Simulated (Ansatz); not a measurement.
## Nd3AsPb, from a guessed structure to a relaxed one

Starting from a made-up structure for Nd3AsPb, the aim is the relaxed cell, its shortest contacts and, where a second run follows, its electronic structure.

Method: DFT, PBE, plane-wave PAW, default files, scalar-relativistic, ferromagnetic start, cell and ions relaxed at zero pressure, in the first sound run; inputs show where later runs differ, in Ansatz 0.2.0.

In doubt: a part-filled 4f shell, where there is one, can sit in one of many states, so energies may not be the lowest and differences between runs may mislead; derivatives with an open 4f shell can jump between states, which bears on forces and vibrations.

### 1. Set-up

Symmetry: Pm-3m, No. 221, cubic system. Conventional cell: a = 5.162 Å, b = 5.162 Å, c = 5.162 Å, α = 90.00°, β = 90.00°, γ = 90.00°. Pb has 12 Nd at 3.65 Å nearest. Nearest to Nd lie 2 As at 2.58 Å and 4 Pb at 3.65 Å and 8 Nd at 3.65 Å. Nearest to As lie 6 Nd at 2.58 Å. Farther neighbours are not listed.

### 2. Relaxation of the guess

The guess takes its coordinates from another compound and its volume from a rule, so the cell and any free coordinates are relaxed together.

Input file input.yaml:

```yaml
crystal:
  lattice:
    - [5.162, 0.0, 0.0]
    - [0.0, 5.162, 0.0]
    - [0.0, 0.0, 5.162]
  atoms:
    - { symbol: Pb, position: [0.0, 0.0, 0.0] }
    - { symbol: Nd, position: [0.0, 0.5, 0.5], spin: 3.0 }
    - { symbol: Nd, position: [0.5, 0.0, 0.5], spin: 3.0 }
    - { symbol: Nd, position: [0.5, 0.5, 0.0], spin: 3.0 }
    - { symbol: As, position: [0.5, 0.5, 0.5] }
magnetization:
  spin_polarized: true
kpoints:
  mp_grid: { grid: [5, 5, 5] }
scf:
  occupations: { method: fermi_dirac, width: 0.05 }
hamiltonian:
  xc: pbe
  pseudopotentials: { kind: paw }
relax:
  f_tol: 0.015
  max_steps: 70
  cell: {}
output:
  forces: true
  stress: true
```

Run with:

```sh
$ ansatz run input.yaml --threads 4 --pin off --max-ram 10240MiB --backend cpu --events-out ev --progress --plain --runs-dir out
```

Numbers of over 12 decimals in the logs are rounded to 6 here.

Output:

```text
Warning: where an SCF of this run starts from atoms to list the orders of its open shells, Nd (sites 1, 2, 3, from 0) starts with 3.13 μB on its 4f shell, in the place of the 3.00 μB that the deck gives it: an open f shell starts with all that it can hold by Hund's first rule. To start from spheres of the given moment, type scf.initial_density.shell_occupations: []
band count auto-derived: 59 (N_el = 71.0; filled up to band 36; 48 by the electrons, moments and atoms)
Engine: ansatz 0.2.0, x86_64-unknown-linux-gnu
Pseudopotentials: kind: paw
Pseudopotential: Pb, paw, valence charge 14, recommended cutoff 420 eV (normal), Pb.paw.azcp
Pseudopotential: Nd, paw, valence charge 14, recommended cutoff 420 eV (normal), Nd.paw.azcp
Pseudopotential: As, paw, valence charge 15, recommended cutoff 420 eV (normal), As.paw.azcp
Functional definition: PBE
  parameter kappa = 0.804
  parameter beta = 0.066725
  exchange = pbe_x(kappa = kappa, mu = beta*pi^2/3)
  correlation = pbe_c(beta = beta)
Crystal: 5 atoms, lattice volume = 137.548 Å³
Basis set: ecut = 420 eV, 2721 PW (Γ), exchange–correlation on 72×72×72 points (8 copies of the dense FFT grid, shifted against one another)
Bands: 59, of which v1, the nominal top of the filled ones, is band 36 counted from 1 (35 counted from 0)
Symmetry: 48 space group operations
Space group: Pm-3m (ITA 221), of the structure as read, at distance tolerance 5.2e-5 Å
Magnetic group: BNS 221.92 (UNI 1594), of the structure as read, at distance tolerance 5.2e-5 Å
k-points: 10 of 125
Non-local potential: Pb, projectors of the file, l = 0: 2, l = 1: 2, l = 2: 2, l = 3: 2
Non-local potential: Nd, projectors of the file, l = 0: 3, l = 1: 2, l = 2: 2, l = 3: 3
Non-local potential: As, projectors of the file, l = 0: 2, l = 1: 2, l = 2: 3, l = 3: 1
PAW form: soft (Blöchl's): semilocal exchange-correlation on the pseudo side does not see the compensation charge
PAW one-centre angular grid: Pb, 590 points (default); XC on 64 Gauss nodes
PAW one-centre angular grid: Nd, 590 points (default); XC on 64 Gauss nodes
PAW one-centre angular grid: As, 590 points (default); XC on 64 Gauss nodes
Initial density: superposition of atomic densities (chi_scale 0.1, normalization cell, long waves kept (reshape's long-wave potential 0.00 eV rms))
Starting moments: Σ|m| = 9 μB on 3 of 5 sites
Initial wavefunctions: pseudopotential atomic-orbital guess
Functional: x = pbe(κ = 0.804, μ = 0.219515), c = pbe(β = 0.066725)
SCF iter   1: F=—  HF=-38758.254638 eV  |F-HF|=—  |Δ(HF+E_count)|=         —  Δρ=6.02e-2 (↑6.02e-2 ↓5.18e-2)  dr2=1.81e1  dr2_m=2.76e0  M=10.030 μB ∫|m|=10.138 μB  β_m=0.30  ethr=3.10e-3  ⟨swp⟩=5.3  Hψ=4234  notcnv=0  defer=6
Mixer restart at iter 1: flushing history
preconditioner: auto → Kerker (q_TF=auto, 2.444 Å⁻¹)  [metal: Δε(μ)=0.007 eV  Ē_g=10.965 eV  σ=0.050 eV  W_gap=0.03  n_scr=32 (ndim 8)  ℏωp=23.5 eV  f_vac=0.000  D(μ)=41.91/eV (n_scr^D=948)]
spin=Collinear: Kerker preconditioning applied to the charge; magnetization (m = ρ↑ − ρ↓) channel mixes plain (no charge-response kernel on spin).
SCF iter   2: F=—  HF=-38757.724278 eV  |F-HF|=—  |Δ(HF+E_count)|=   5.30e-1  Δρ=4.29e-2 (↑4.29e-2 ↓3.63e-2)  dr2=1.07e1  dr2_m=1.33e0  M=10.062 μB ∫|m|=10.198 μB  β_m=0.65  ethr=3.10e-3  ⟨swp⟩=3.0  Hψ=2252  notcnv=0  defer=111
SCF iter   3: F=—  HF=-38756.983471 eV  |F-HF|=—  |Δ(HF+E_count)|=   7.41e-1  Δρ=1.19e-2 (↑1.19e-2 ↓4.27e-3)  dr2=3.91e-1  dr2_m=3.96e-2  M=10.589 μB ∫|m|=10.856 μB  β_m=0.68  ethr=3.10e-3  ⟨swp⟩=4.0  Hψ=2771  notcnv=0  defer=152
SCF iter   4: F=—  HF=-38757.015276 eV  |F-HF|=—  |Δ(HF+E_count)|=   3.18e-2  Δρ=3.71e-3 (↑3.71e-3 ↓3.33e-3)  dr2=3.20e-2  dr2_m=7.49e-3  M=10.680 μB ∫|m|=10.964 μB  β_m=0.76  ethr=5.50e-4  ⟨swp⟩=3.9  Hψ=2541  notcnv=0  defer=161
SCF iter   5: F=—  HF=-38757.595074 eV  |F-HF|=—  |Δ(HF+E_count)|=         —  Δρ=1.72e-2 (↑1.72e-2 ↓1.17e-3)  dr2=6.93e-2  dr2_m=9.27e-2  M=10.614 μB ∫|m|=10.922 μB  β_m=1.00  ethr=4.51e-5  ⟨swp⟩=2.5  Hψ=2282  notcnv=0  defer=161
Mixer restart at iter 5: flushing history
SCF iter   6: F=—  HF=-38757.097860 eV  |F-HF|=—  |Δ(HF+E_count)|=   4.97e-1  Δρ=1.80e-3 (↑1.80e-3 ↓6.50e-4)  dr2=2.50e-3  dr2_m=9.43e-4  M=10.599 μB ∫|m|=10.899 μB  β_m=0.76  ethr=7.04e-5  ⟨swp⟩=3.6  Hψ=2327  notcnv=0  defer=161
SCF iter   7: F=—  HF=-38757.100973 eV  |F-HF|=—  |Δ(HF+E_count)|=   3.11e-3  Δρ=1.04e-3 (↑1.04e-3 ↓3.49e-4)  dr2=7.05e-4  dr2_m=3.34e-4  M=10.590 μB ∫|m|=10.887 μB  β_m=0.88  ethr=3.52e-6  ⟨swp⟩=2.0  Hψ=2150  notcnv=0  defer=161
SCF iter   8: F=—  HF=-38757.103694 eV  |F-HF|=—  |Δ(HF+E_count)|=   2.72e-3  Δρ=6.43e-4 (↑6.43e-4 ↓1.32e-4)  dr2=3.61e-4  dr2_m=1.26e-4  M=10.576 μB ∫|m|=10.871 μB  β_m=0.87  ethr=9.93e-7  ⟨swp⟩=2.9  Hψ=1978  notcnv=0  defer=163
SCF iter   9: F=—  HF=-38757.104624 eV  |F-HF|=—  |Δ(HF+E_count)|=   9.30e-4  Δρ=3.03e-4 (↑3.03e-4 ↓1.07e-4)  dr2=1.28e-4  dr2_m=2.62e-5  M=10.566 μB ∫|m|=10.859 μB  β_m=0.94  ethr=5.08e-7  ⟨swp⟩=2.8  Hψ=2194  notcnv=0  defer=163
SCF iter  10: F=—  HF=-38757.104987 eV  |F-HF|=—  |Δ(HF+E_count)|=   3.64e-4  Δρ=1.18e-4 (↑1.18e-4 ↓6.09e-5)  dr2=3.10e-5  dr2_m=2.27e-6  M=10.559 μB ∫|m|=10.852 μB  β_m=0.97  ethr=1.80e-7  ⟨swp⟩=2.2  Hψ=2054  notcnv=0  defer=163
SCF iter  11: F=—  HF=-38756.925013 eV  |F-HF|=—  |Δ(HF+E_count)|=   1.80e-1  Δρ=1.28e-4 (↑1.28e-4 ↓5.55e-5)  dr2=4.76e-5  dr2_m=3.91e-6  M=10.559 μB ∫|m|=10.852 μB  β_m=0.97  ethr=4.37e-8  ⟨swp⟩=3.0  Hψ=2351  notcnv=0  defer=163
SCF iter  12: F=—  HF=-38756.925022 eV  |F-HF|=—  |Δ(HF+E_count)|=   9.22e-6  Δρ=4.23e-5 (↑4.23e-5 ↓3.17e-5)  dr2=1.16e-5  dr2_m=1.27e-7  M=10.558 μB ∫|m|=10.852 μB  β_m=0.98  ethr=4.37e-8  ⟨swp⟩=2.0  Hψ=1750  notcnv=0  defer=163
SCF iter  13: F=—  HF=-38756.925024 eV  |F-HF|=—  |Δ(HF+E_count)|=   1.91e-6  Δρ=2.44e-5 (↑2.44e-5 ↓1.03e-5)  dr2=1.25e-6  dr2_m=1.34e-7  M=10.558 μB ∫|m|=10.852 μB  β_m=0.89  ethr=1.64e-8  ⟨swp⟩=2.6  Hψ=1958  notcnv=0  defer=163
SCF iter  14: F=—  HF=-38757.586478 eV  |F-HF|=—  |Δ(HF+E_count)|=         —  Δρ=1.86e-2 (↑1.86e-2 ↓8.02e-4)  dr2=7.20e-2  dr2_m=1.08e-1  M=10.696 μB ∫|m|=10.989 μB  β_m=1.00  ethr=1.77e-9  ⟨swp⟩=2.0  Hψ=1954  notcnv=0  defer=163
Mixer restart at iter 14: flushing history
SCF iter  15: F=—  HF=-38756.852776 eV  |F-HF|=—  |Δ(HF+E_count)|=   7.34e-1  Δρ=1.04e-3 (↑1.04e-3 ↓5.54e-4)  dr2=1.21e-3  dr2_m=4.17e-4  M=10.713 μB ∫|m|=11.030 μB  β_m=0.89  ethr=7.04e-5  ⟨swp⟩=3.4  Hψ=2311  notcnv=0  defer=163
[...]
SCF iter  10: F=-38758.629067 eV  HF=-38758.629067 eV  |F-HF|=1.00e-7  |Δ(HF+E_count)|=   1.08e-7  Δρ=7.23e-6 (↑7.23e-6 ↓1.75e-6)  dr2=1.31e-7  dr2_m=1.87e-8  M=10.964 μB ∫|m|=11.387 μB  ethr=1.91e-10  ⟨swp⟩=3.2  Hψ=4619  notcnv=0
SCF 3 converged in 10 iterations: F = -38758.629067 eV  dr2 = 1.31e-7
relax step   3: F+E_penalty+E_count = -38758.62906662 eV  Δ(F+E_penalty+E_count) = -3.130e-1 eV  max|allowed force component| = 5.051e-29 eV/Å  Δτ_max = 0.0000 Å  P = +1.511 GPa  Ω = 173.073 Å³  energy of the carried Pulay correction = -8.386e-3 eV  (10 SCF iters, dr2 threshold 5.00e-7 eV, accepted)
[...]
relax step   4: F+E_penalty+E_count = -38758.65820451 eV  Δ(F+E_penalty+E_count) = -2.914e-2 eV  max|allowed force component| = 3.524e-30 eV/Å  Δτ_max = 0.0000 Å  P = +0.222 GPa  Ω = 178.777 Å³  energy of the carried Pulay correction = -9.559e-3 eV  (10 SCF iters, dr2 threshold 5.00e-7 eV, accepted)
[...]
relax step   5: F+E_penalty+E_count = -38758.65873329 eV  Δ(F+E_penalty+E_count) = -5.288e-4 eV  max|allowed force component| = 9.217e-30 eV/Å  Δτ_max = 0.0000 Å  P = +0.009 GPa  Ω = 179.797 Å³  energy of the carried Pulay correction = -9.764e-3 eV  (8 SCF iters, dr2 threshold 1.23e-7 eV, accepted)
[...]
relax step   6: F+E_penalty+E_count = -38758.67892086 eV  Δ(F+E_penalty+E_count) = -2.019e-2 eV  max|allowed force component| = 1.806e-29 eV/Å  Δτ_max = 0.0000 Å  P = +0.160 GPa  Ω = 179.797 Å³  stress off target by 1.60e-1 GPa  SCF on the basis re-selected at this cell (its energy is not comparable with the rows above)  (10 SCF iters)
[...]
relax step   7: F+E_penalty+E_count = -38758.67915043 eV  Δ(F+E_penalty+E_count) = -2.296e-4 eV  max|allowed force component| = 9.940e-30 eV/Å  Δτ_max = 0.0000 Å  P = +0.011 GPa  Ω = 180.572 Å³  energy of the carried Pulay correction = -1.845e-4 eV  (8 SCF iters, dr2 threshold 6.44e-8 eV, accepted)
iter 1 solved again at ethr=2.42e-7 eV; its pass at ethr=3.10e-3 eV (dr2=1.72e-4 eV) is discarded
SCF iter   1: F=—  HF=-38758.679384 eV  |F-HF|=—  |Δ(HF+E_count)|=         —  Δρ=6.19e-6 (↑6.19e-6 ↓4.31e-6)  dr2=4.48e-8  dr2_m=1.73e-8  M=11.014 μB ∫|m|=11.458 μB  β_m=0.65  ethr=2.42e-7  ⟨swp⟩=3.9  Hψ=8127  notcnv=0
eigensolver tolerance schedule: the retry pair's looser diagonalisation over-reported the residual by 3832.23 of it (diagonalisation noise at 0.43 of the residual, at the tolerance the schedule requests for it); recorded, not acted on — ethr = c·dr2/N_el stays at c = 1.0e-1
preconditioner: auto → Kerker (q_TF=auto, 2.335 Å⁻¹)  [metal: Δε(μ)=0.020 eV  Ē_g=11.721 eV  σ=0.050 eV  W_gap=0.10  n_scr=32 (ndim 8)  ℏωp=20.5 eV  f_vac=0.000  D(μ)=14.39/eV (n_scr^D=170)]
spin=Collinear: Kerker preconditioning applied to the charge; magnetization (m = ρ↑ − ρ↓) channel mixes plain (no charge-response kernel on spin).
SCF iter   2: F=—  HF=-38758.679385 eV  |F-HF|=—  |Δ(HF+E_count)|=   1.56e-6  Δρ=3.97e-6 (↑3.97e-6 ↓1.81e-6)  dr2=3.84e-8  dr2_m=5.11e-9  M=11.014 μB ∫|m|=11.458 μB  β_m=0.65  ethr=6.30e-11  ⟨swp⟩=3.4  Hψ=2639  notcnv=0
SCF iter   3: F=—  HF=-38758.679385 eV  |F-HF|=—  |Δ(HF+E_count)|=   7.78e-8  Δρ=5.51e-7 (↑5.18e-7 ↓5.51e-7)  dr2=1.30e-9  dr2_m=2.43e-10  M=11.014 μB ∫|m|=11.458 μB  β_m=0.62  ethr=5.41e-11  ⟨swp⟩=2.0  Hψ=1888  notcnv=0
SCF iter   4: F=—  HF=-38758.679385 eV  |F-HF|=—  |Δ(HF+E_count)|=   1.40e-9  Δρ=3.37e-7 (↑3.37e-7 ↓3.04e-7)  dr2=4.14e-10  dr2_m=9.72e-11  M=11.014 μB ∫|m|=11.458 μB  β_m=0.81  ethr=1.83e-12  ⟨swp⟩=2.0  Hψ=1929  notcnv=0
SCF iter   5: F=—  HF=-38758.679385 eV  |F-HF|=—  |Δ(HF+E_count)|=  8.80e-10  Δρ=2.65e-7 (↑2.65e-7 ↓8.30e-8)  dr2=1.25e-10  dr2_m=2.83e-11  M=11.014 μB ∫|m|=11.458 μB  β_m=0.91  ethr=1.00e-12  ⟨swp⟩=2.0  Hψ=1640  notcnv=0
SCF iter   6: F=—  HF=-38758.679385 eV  |F-HF|=—  |Δ(HF+E_count)|=  3.93e-10  Δρ=1.45e-7 (↑1.45e-7 ↓3.06e-8)  dr2=3.99e-11  dr2_m=8.12e-12  M=11.014 μB ∫|m|=11.458 μB  β_m=0.95  ethr=1.00e-12  ⟨swp⟩=1.6  Hψ=1309  notcnv=0
SCF iter   7: F=—  HF=-38758.679385 eV  |F-HF|=—  |Δ(HF+E_count)|=  1.09e-10  Δρ=6.26e-8 (↑6.26e-8 ↓1.26e-8)  dr2=7.57e-12  dr2_m=1.69e-12  M=11.014 μB ∫|m|=11.458 μB  β_m=0.98  ethr=1.00e-12  ⟨swp⟩=1.4  Hψ=1268  notcnv=0
SCF iter   8: F=—  HF=-38758.679385 eV  |F-HF|=—  |Δ(HF+E_count)|=    0.00e0  Δρ=5.19e-8 (↑5.19e-8 ↓5.14e-9)  dr2=4.78e-12  dr2_m=1.09e-12  M=11.014 μB ∫|m|=11.458 μB  β_m=0.86  ethr=1.00e-12  ⟨swp⟩=1.0  Hψ=1180  notcnv=0
SCF iter   9: F=-38758.679385 eV  HF=-38758.679385 eV  |F-HF|=2.18e-11  |Δ(HF+E_count)|=  2.18e-11  Δρ=8.14e-8 (↑8.14e-8 ↓5.43e-9)  dr2=1.11e-11  dr2_m=2.64e-12  M=11.014 μB ∫|m|=11.458 μB  ethr=1.00e-12  ⟨swp⟩=3.1  Hψ=3611  notcnv=0
SCF 8 converged in 9 iterations: F = -38758.679385 eV  dr2 = 1.11e-11
relax step   8: F+E_penalty+E_count = -38758.67938527 eV  Δ(F+E_penalty+E_count) = -2.348e-4 eV  max|allowed force component| = 1.186e-29 eV/Å  Δτ_max = 0.0000 Å  P = +0.011 GPa  Ω = 180.572 Å³  stress off target by 1.11e-2 GPa  SCF on the basis re-selected at this cell (its energy is not comparable with the rows above)  (9 SCF iters)
basis re-selected at this cell: Δ(F+E_penalty+E_count) = -2.348e-4 eV, ΔP = -0.000 GPa vs the last step (what re-selecting the basis moved, of the pressure what is left beyond the Pulay correction that the steps carried, after the strain that the cell walked since its last selection, with what the two solves' SCF thresholds leave and, on support functions, any second-order correction that the steps lacked; it is no m [...]
SCF converged after 9 iterations
Magnetization: 11.0141 μB (41.0070 up, 29.9930 down)
Absolute magnetization: 11.4572 μB (∫|ρ↑−ρ↓|, with the PAW one-centre terms)
Spin contamination: 0.0581 ħ² per cell (⟨S²⟩ above its minimum at these occupations)
Per-site moments (μB) at R_I (Å): [(-0.127303, 1.648639), (3.407773, 1.165764), (3.407773, 1.165764), (3.407773, 1.165764), (-0.075880, 1.165764)]
Free energy (F): -38758.679385 eV
Harris-Foulkes:  -38758.679385 eV  (|F-HF|=2.18e-11)
Internal energy: -38758.569342 eV  (E = F + TS)
E sigma→0 (E₀):  -38758.624363 eV
Entropy (-TS):   -0.110044 eV (-22.009 meV/atom)
Fermi energy:    9.442659 eV
--- Per-component energies (eV) ---
  E_band       = -448.403602
  E_kinetic    = 1455.795716
  E_local      = -6291.339893  (includes V_loc(G=0)·N_el)
  E_nonlocal   = -150.496164
  E_hartree    = 2832.989259
  E_xc         = -963.129356
  E_vxc        = -926.036686  (∫ρ·V_xc dr)
  E_paw        = -29667.432741  (= ΣΔE_a)
  E_vpaw       = -202.305343  (= ΣTr[D̂ρ^β])
  E_aug_tail   = 0.000056  (compensation charges beyond the density's cutoff)
  E_ewald      = -5974.956219
  E_smearing   = -0.110044  (= −TS)
  E_closure    = 0.000000  (closes the sum)
  Σ components = -38758.679385   (vs F -38758.679385, Δ=0.00e0)
--- Forces (eV/Å), atoms counted from 1 ---
  atom   1  Pb     0.00000000     0.00000000     0.00000000
  atom   2  Nd     0.00000000    -0.00000000    -0.00000000
  atom   3  Nd    -0.00000000    -0.00000000    -0.00000000
  atom   4  Nd     0.00000000    -0.00000000     0.00000000
  atom   5  As     0.00000000    -0.00000000    -0.00000000
  max |Σ_I F_I| component: 2.48e-29 eV/Å
--- Stress (GPa, compression-positive) ---
        0.011070       0.000000      -0.000000
        0.000000       0.011070      -0.000000
       -0.000000      -0.000000       0.011070
  P = ⅓ Tr σ = 0.0111 GPa (0.111 kbar)
--- Relaxed structure (6 steps of the walk, 6 accepted, 2 SCFs on fresh bases) ---
  F+E_penalty+E_count = -38758.67938527 eV   max|allowed force component| = 1.186e-29 eV/Å   (the final SCF, on the basis selected at the relaxed cell)
  cell:  # Å, volume = 180.5717 Å³
    - [5.652187, 0, 0]
    - [0, 5.652187, 0]
    - [0, 0, 5.652187]
  atoms:
    - { symbol: Pb, position: [0, 0, 0] }
    - { symbol: Nd, position: [0, 0.5, 0.5] }
    - { symbol: Nd, position: [0.5, 0, 0.5] }
    - { symbol: Nd, position: [0.5, 0.5, 0] }
    - { symbol: As, position: [0.5, 0.5, 0.5] }
```

Wall time 24 s (4 threads of Intel Xeon 6975P-C (Granite Rapids), shared host); peak memory 0.79 GiB.

The steps of the relaxation:

```
step  energy less that of the first step (eV)  largest force component (eV/Å)  pressure (GPa)  volume (Å³)
   1                                   0.0000                          0.0000           16.49       137.55
   2                                  -1.3910                          0.0000            5.81       158.66
   3                                  -1.7040                          0.0000            1.51       173.07
   4                                  -1.7332                          0.0000            0.22       178.78
   5                                  -1.7337                          0.0000            0.01       179.80
  6*                                  -1.7539                          0.0000            0.16       179.80
   7                                  -1.7541                          0.0000            0.01       180.57
  8*                                  -1.7544                          0.0000            0.01       180.57
```

Relaxation steps marked * repeat the geometry before them on a plane-wave basis chosen anew for their cell, so energy and pressure can jump there.

The run keeps the 48 symmetry operations that it works with, so distortions that break them were not tested.

```
conventional cell, symmetrised  before  after   change
                         a (Å)   5.162  5.652   +9.5 %
                         b (Å)   5.162  5.652   +9.5 %
                         c (Å)   5.162  5.652   +9.5 %
              volume (Å³/atom)   27.51  36.11  +31.3 %
```

The relaxed structure:

```cif
data_structure
_symmetry_space_group_name_H-M 'P 1'
_symmetry_Int_Tables_number 1
_cell_length_a 5.6522
_cell_length_b 5.6522
_cell_length_c 5.6522
_cell_angle_alpha 90.000
_cell_angle_beta 90.000
_cell_angle_gamma 90.000
_cell_volume 180.57
loop_
_atom_site_label
_atom_site_type_symbol
_atom_site_fract_x
_atom_site_fract_y
_atom_site_fract_z
_atom_site_occupancy
Pb1 Pb 0.00000 0.00000 0.00000 1
Nd2 Nd 0.00000 0.50000 0.50000 1
Nd3 Nd 0.50000 0.00000 0.50000 1
Nd4 Nd 0.50000 0.50000 0.00000 1
As5 As 0.50000 0.50000 0.50000 1
```

Numbers from this step:

```
free energy             : -38758.6794 eV
energy at zero smearing : -38758.6244 eV
smearing term TS        : 0.1100 eV
Fermi energy            : 9.443 eV
magnetization           : 11.01 μB
absolute magnetization  : 11.46 μB
site moments            : -0.1273, 3.408, 3.408, 3.408, -0.07588 μB
electrons               : 71
symmetry operations     : 48
pressure                : 0.01107 GPa
```

Site moment by atom:

```
atom  site moment (μB)
 Pb1             -0.13
 Nd2              3.41
 Nd3              3.41
 Nd4              3.41
 As5             -0.08
```

The shortest distance of each pair, which need not be the same contact before and after:

```
 pair  guess (Å)  relaxed (Å)
As–Nd      2.581        2.826
Nd–Pb      3.650        3.997
Nd–Nd      3.650        3.997
As–Pb      4.470        4.895
```

The relaxation ends with a pressure of 0.01 GPa.

(Part 1 of 2 ends here.)

[Logs are printed without paths, hosts, clocks, repeated set-up lines and the standing remarks that a program may print on its own settings, such as how far it seeks lower states.]

[Hosts, paths, dates, database ids (printed as entryN), source tags and the programs' standing remarks are cut or masked in the printed files.]
